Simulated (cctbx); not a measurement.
# X-rays or neutrons for the lightest atoms?

Cell a = 7.9140 Å, b = 7.9140 Å, c = 11.4220 Å, α = 90.00°, β = 90.00°, γ = 90.00°; space group I4/mcm (no. 140); content Sr4 Cu20 Si16 Be16. The heavier atoms are placed; Be is still missing.

Simulated single-crystal data (cctbx): Mo Kα, λ = 0.71073 Å, to d = 0.7 Å, 50 % of the full sphere, strongest reflection 20000 counts, noise from counting, a 6 % proportional error and a noise floor of 15 counts (s.d.); no absorption.

Refinement without Be (map in e/Å³):

```text
Rint 0.051, 312 unique reflections to 0.70 A
cycle     R1     wR2    GooF  max shift (A)
   1  0.1801  0.4083  11.144   0.02963
   2  0.0716  0.1799   4.909   0.00000
final R1 0.0716 wR2 0.1799 GooF 4.909  parameters 8  data/parameter 39.0
atom        x        y        z      Ueq    occ   su(xyz)  su(Uiso or U11)
Sr1    0.50000  0.50000  0.25000   0.0026  1.000  0.00000  0.0006
Cu1    0.50000  0.00000  0.00000   0.0037  1.000  0.00000  0.0007
Cu2    0.61967  0.11967  0.32478   0.0034  1.000  0.00014  0.0005
Si1    0.81857  0.31857  0.38835   0.0072  1.000  0.00036  0.0008
difference map: max 13.93 min -1.44 rms 0.71
Q1    0.0631  0.2164  0.5000   16   14.29  2.30 A from Cu1
Q2    0.0000  0.0000  0.2500    4    2.96  0.00 A from Sr1
Q3    0.0000  0.5000  0.0000    4    2.27  0.00 A from Cu1
Q4    0.1431  0.3569  0.3251   16    1.92  0.26 A from Cu2
Q5    0.1705  0.3295  0.1128   16    1.57  0.12 A from Si1
Q6    0.0915  0.1008  0.4613   32    1.13  2.08 A from Si1
Q7    0.1704  0.1865  0.0000   16    1.01  1.65 A from Si1
Q8    0.0454  0.4546  0.1420   16    0.92  1.48 A from Cu2
```

Simulated single-crystal data (cctbx): neutrons of λ = 1.17 Å, to d = 0.7 Å, 50 % of the full sphere, strongest reflection 5000 counts, noise from counting, a 6 % proportional error and a noise floor of 15 counts (s.d.); no absorption.

Refinement without Be (map in fm/Å³; only maxima are listed):

```text
Rint 0.061, 312 unique reflections to 0.70 A
cycle     R1     wR2    GooF  max shift (A)
   1  0.6030  0.8730  20.674   0.07275
   7  0.5607  0.8389  19.867   0.00012
final R1 0.5607 wR2 0.8389 GooF 19.867  parameters 8  data/parameter 39.0
atom        x        y        z      Ueq    occ   su(xyz)  su(Uiso or U11)
Sr1    0.50000  0.50000  0.25000   0.0001  1.000  0.00000  0.0077
Cu1    0.50000  0.00000  0.00000   0.0029  1.000  0.00000  0.0075
Cu2    0.62055  0.12055  0.32921   0.0001  1.000  0.00159  0.0049
Si1    0.82444  0.32444  0.39197   0.0029  1.000  0.00337  0.0068
difference map: max 78.76 min -20.16 rms 5.85
Q1    0.0616  0.2155  0.5000   16   80.45  2.30 A from Cu1
Q2    0.0000  0.0000  0.2500    4   52.60  0.00 A from Sr1
Q3    0.1165  0.3835  0.3273   16   51.21  0.05 A from Cu2
Q4    0.0000  0.5000  0.0000    4   49.08  0.00 A from Cu1
Q5    0.1762  0.3238  0.1117   16   30.95  0.04 A from Si1
Q6    0.0000  0.5000  0.0849    8   17.38  0.97 A from Cu1
Q7    0.1893  0.2470  0.5000   16   13.36  1.73 A from Si1
Q8    0.0052  0.2084  0.1460   32   12.58  1.69 A from Si1
```

**Question.** Where is Be, and which data fix it better?

Be sits at (0.5629, 0.7162, 0). Adding it takes R1 from 0.072 to 0.018 with X-rays and from 0.561 to 0.024 with neutrons. Its largest coordinate s.u. is 0.00052 with X-rays and 0.00009 with neutrons, so neutrons fix it better in these data. In the X-ray map Q1 marks it. In the neutron map Q1 marks it.

Final neutron refinement:

```text
Rint 0.061, 312 unique reflections to 0.70 A
cycle     R1     wR2    GooF  max shift (A)
   1  0.1678  0.3512   8.359   0.04134
   2  0.0242  0.0525   1.249   0.00000
final R1 0.0242 wR2 0.0525 GooF 1.249  parameters 11  data/parameter 28.4
atom        x        y        z      Ueq    occ   su(xyz)  su(Uiso or U11)
Sr1    0.50000  0.50000  0.25000   0.0036  1.000  0.00000  0.0003
Cu1    0.50000  0.00000  0.00000   0.0049  1.000  0.00000  0.0002
Cu2    0.61978  0.11978  0.32482   0.0047  1.000  0.00006  0.0002
Si1    0.81857  0.31857  0.38839   0.0081  1.000  0.00012  0.0002
Be1    0.56291  0.71634  0.00000   0.0066  1.000  0.00009  0.0002
difference map: max 1.17 min -1.22 rms 0.22
Q1    0.0921  0.1869  0.5000   16    1.21  0.33 A from Be1
Q2    0.1942  0.3058  0.0345   16    1.06  0.89 A from Si1
Q3    0.1496  0.2697  0.1097   32    0.83  0.46 A from Si1
Q4    0.0223  0.2581  0.5000   16    0.74  0.46 A from Be1
Q5    0.0591  0.2914  0.0696   32    0.72  1.10 A from Si1
Q6    0.0406  0.4594  0.1769   16    0.68  1.42 A from Cu2
```

This is a model crystal, built by substitution and not relaxed, with assumed displacement parameters.

[Middle refinement cycles are left out of these outputs.]

[Logs are printed without paths, hosts, clocks, repeated set-up lines and the standing remarks that a program may print on its own settings, such as how far it seeks lower states.]
